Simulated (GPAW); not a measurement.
Consider Mo on a W site in AlWO4.

```xyz
24
Lattice="6.3435 0.0000 0.0000 0.0000 -6.6435 0.0000 -3.1717 3.3217 -5.6443" Properties=species:S:1:pos:R:3 pbc="T T T"
Mo    3.1747   -3.3239   -4.1397
W     0.0056   -0.0054   -1.4957
W     0.0075   -0.0051   -4.1291
W     3.1755   -3.3234   -1.5183
Al    0.0036    3.3182   -5.6403
Al    3.1790   -0.0015   -2.8152
Al   -3.1652   -0.0039   -5.6378
Al    0.0022   -3.3276   -2.8192
O     3.1775   -4.6395   -0.0012
O     3.1763   -4.7856   -2.7986
O     0.0047   -1.3286   -0.0065
O     0.0083   -1.4743   -2.8199
O     3.1767   -2.0107   -0.0015
O     3.1728   -1.8608   -2.7987
O     0.0057   -5.3226   -0.0068
O     0.0041    1.4636   -2.8197
O     1.2832   -3.3275   -4.2333
O     4.4463   -0.0016   -1.4054
O    -1.8952   -0.0030   -4.2256
O     1.2758   -3.3256   -1.4054
O    -1.2745   -3.3240   -4.2320
O     1.9079   -0.0028   -1.4053
O     1.9090   -0.0022   -4.2266
O     5.0751   -3.3251   -1.4049
```

Absorber: atom 1, with 2 O at 1.89 Å, 2 O at 1.98 Å and 2 O at 2.01 Å (distorted octahedral; the defect atom itself). Method: GPAW, LDA, excited-electron core hole (neutral cell), 24-atom cell with 6.3 Å between holes, 3×3×3 k points, dipole transitions, Gaussian full width 1.78 eV up to 4 eV, rising linearly to 3.5 eV at 25 eV, without spin-orbit coupling.

Question: Where do the maxima of the Mo L₃ edge fall?

Main maxima up to 27 eV above the zero (height): 0.4 eV (3.67), 3.8 eV (4.12) and 18.4 eV (0.42). At an L edge the dipole rule selects empty d (and weakly s) states on the absorber, and the strong line at the onset measures the empty part of its d band. 

The Mo L₃ spectrum (energy from the bottom of the conduction band, which holds the excited electron; intensity scaled to a mean of 1 over the first 20 eV):

```tsv
E (eV)	isotropic	ε ∥ x	ε ∥ y	ε ∥ z
-2.0	0.05	0.08	0.02	0.05
-1.0	0.96	1.44	0.55	0.90
0.0	3.43	5.10	2.51	2.69
1.0	2.82	3.77	2.51	2.17
2.0	1.89	1.21	2.13	2.32
3.0	3.25	1.89	3.86	3.98
4.0	3.96	3.94	4.09	3.85
5.0	1.85	2.90	1.45	1.21
6.0	0.52	0.80	0.40	0.35
7.0	0.20	0.25	0.16	0.18
8.0	0.11	0.11	0.07	0.15
9.0	0.13	0.11	0.08	0.19
10.0	0.18	0.15	0.15	0.25
11.0	0.23	0.21	0.20	0.28
12.0	0.28	0.27	0.23	0.32
13.0	0.32	0.32	0.29	0.37
14.0	0.37	0.35	0.35	0.41
15.0	0.40	0.37	0.40	0.42
16.0	0.40	0.38	0.40	0.41
17.0	0.40	0.40	0.40	0.41
18.0	0.41	0.41	0.43	0.41
19.0	0.41	0.40	0.46	0.38
20.0	0.38	0.36	0.43	0.35
21.0	0.35	0.33	0.37	0.34
22.0	0.33	0.32	0.33	0.36
23.0	0.34	0.31	0.31	0.40
24.0	0.35	0.31	0.31	0.42
25.0	0.35	0.33	0.32	0.41
26.0	0.37	0.37	0.37	0.38
27.0	0.40	0.41	0.43	0.35
```

Only the L₃ part is meant: spin–orbit coupling of the core level isn't computed and the L₂ copy isn't added. The script folds with a Gaussian, whereas the core hole's own line is a Lorentzian, so the onset is too steep and the first peak too high. In so small a cell the defects form an ordered array, and no site is far from one. The holes are only 6.3 Å apart, so the shape is probably not converged with cell size; no larger cell was run here. The mesh is coarse (0.38 Å⁻¹ between points), so small maxima may be mesh ripples.

[Banner, clock and machine lines of the logs are left out without a mark of their own.]

[Logs are printed without paths, hosts, clocks, repeated set-up lines and the standing remarks that a program may print on its own settings, such as how far it seeks lower states.]

[Hosts, paths, dates, database ids (printed as entryN), source tags and the programs' standing remarks are cut or masked in the printed files.]

[Lists of maxima count a maximum above −3 eV only where it reaches 4 % of the highest in the window and stands out from its surroundings by 2 % of it (1.5 % where it reaches 55 %); shoulders and weaker maxima are passed over, and of the rest the first, up to two pre-edge ones and the few strongest are named.]
